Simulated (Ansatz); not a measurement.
The crystal is ScBiO3 (C2/c).

It takes space group C2/c (No. 15, monoclinic). Conventional cell: a = 9.981 Å, b = 5.894 Å, c = 10.143 Å, α = 90.00°, β = 108.92°, γ = 90.00°. Nearest to Sc lie 6 O at 2.10 to 2.16 Å. Nearest to Sc lie 6 O at 2.08 to 2.19 Å. Nearest to Bi lie 4 O at 2.17 to 2.58 Å. Nearest to O lie 2 Sc at 2.10 to 2.19 Å and 1 Bi at 2.17 Å. Nearest to O lie 2 Sc at 2.14 Å and 2 Bi at 2.20 to 2.58 Å. Nearest to O lie 2 Sc at 2.08 to 2.16 Å and 1 Bi at 2.20 Å. Farther neighbours and most contacts between anions are not listed.

```xyz
20
Lattice="4.9904 -2.9468 0.0000 4.9904 2.9468 0.0000 -3.2880 0.0000 9.5949" Properties=species:S:1:pos:R:3 pbc="T T T"
Sc    2.4952   -1.4734    0.0000
Sc    2.5244   -1.4544    7.1961
Sc    0.8512    1.4734    4.7974
Sc    4.1684    1.4544    2.3987
Bi    4.2591    1.9449    6.1190
Bi    5.9031   -1.9449    1.3216
Bi    2.4338   -1.9449    3.4758
Bi    0.7898    1.9449    8.2733
O    -1.2964   -0.1604    8.0382
O     1.1563   -1.8469    8.7900
O     5.3905    0.1678    3.4746
O     6.3452   -0.1604    6.3541
O     2.9464    0.1678    1.3228
O     1.3024   -0.1678    6.1203
O     2.8003    1.8469    3.9926
O     3.8926   -1.8469    5.6023
O     7.9892    0.1604    1.5566
O     3.7465   -0.1678    8.2720
O     5.5366    1.8469    0.8048
O     0.3476    0.1604    3.2408
```

The cell is the Materials Project's (PBE, PBE+U or r2SCAN) relaxed one; the ions were relaxed with LDA. Spin-orbit coupling is left out unless a run names it.

Gaps computed with Ansatz 0.2.0 without a self-energy: LDA 2.83 eV.

Question: What gap should G0W0 on LDA give (4×4×2 mesh, 949 empty bands, screening to 130 eV, PAW set soft_1 files)?

About 3.85 eV: on its mesh the run moves the gap from 2.83 eV by +1.02 eV. Bands and cutoff are finite, so the gap is not at the basis limit. The miss can reach some tenths of an eV and take either sign; the mesh is an error of its own. Where an edge is built on 6p states of lead, bismuth or thallium, scalar-relativistic gaps usually stand too wide, by a few tenths to over one eV. The many-body steps are scalar-relativistic: spin-orbit coupling is not in them.

[Paths, hosts, dates, memory and timing lines, banners, echoed tables and standing remarks are left out of the program output.]

[Logs are printed without paths, hosts, clocks, repeated set-up lines and the standing remarks that a program may print on its own settings, such as how far it seeks lower states.]

[Runs of the session that timed out or met a known fault of the program may be left out.]

[Cells called generated may have been cut or substituted from an entry of the Crystallography Open Database or the Materials Project.]

[Hosts, paths, dates, database ids (printed as entryN), source tags and the programs' standing remarks are cut or masked in the printed files.]
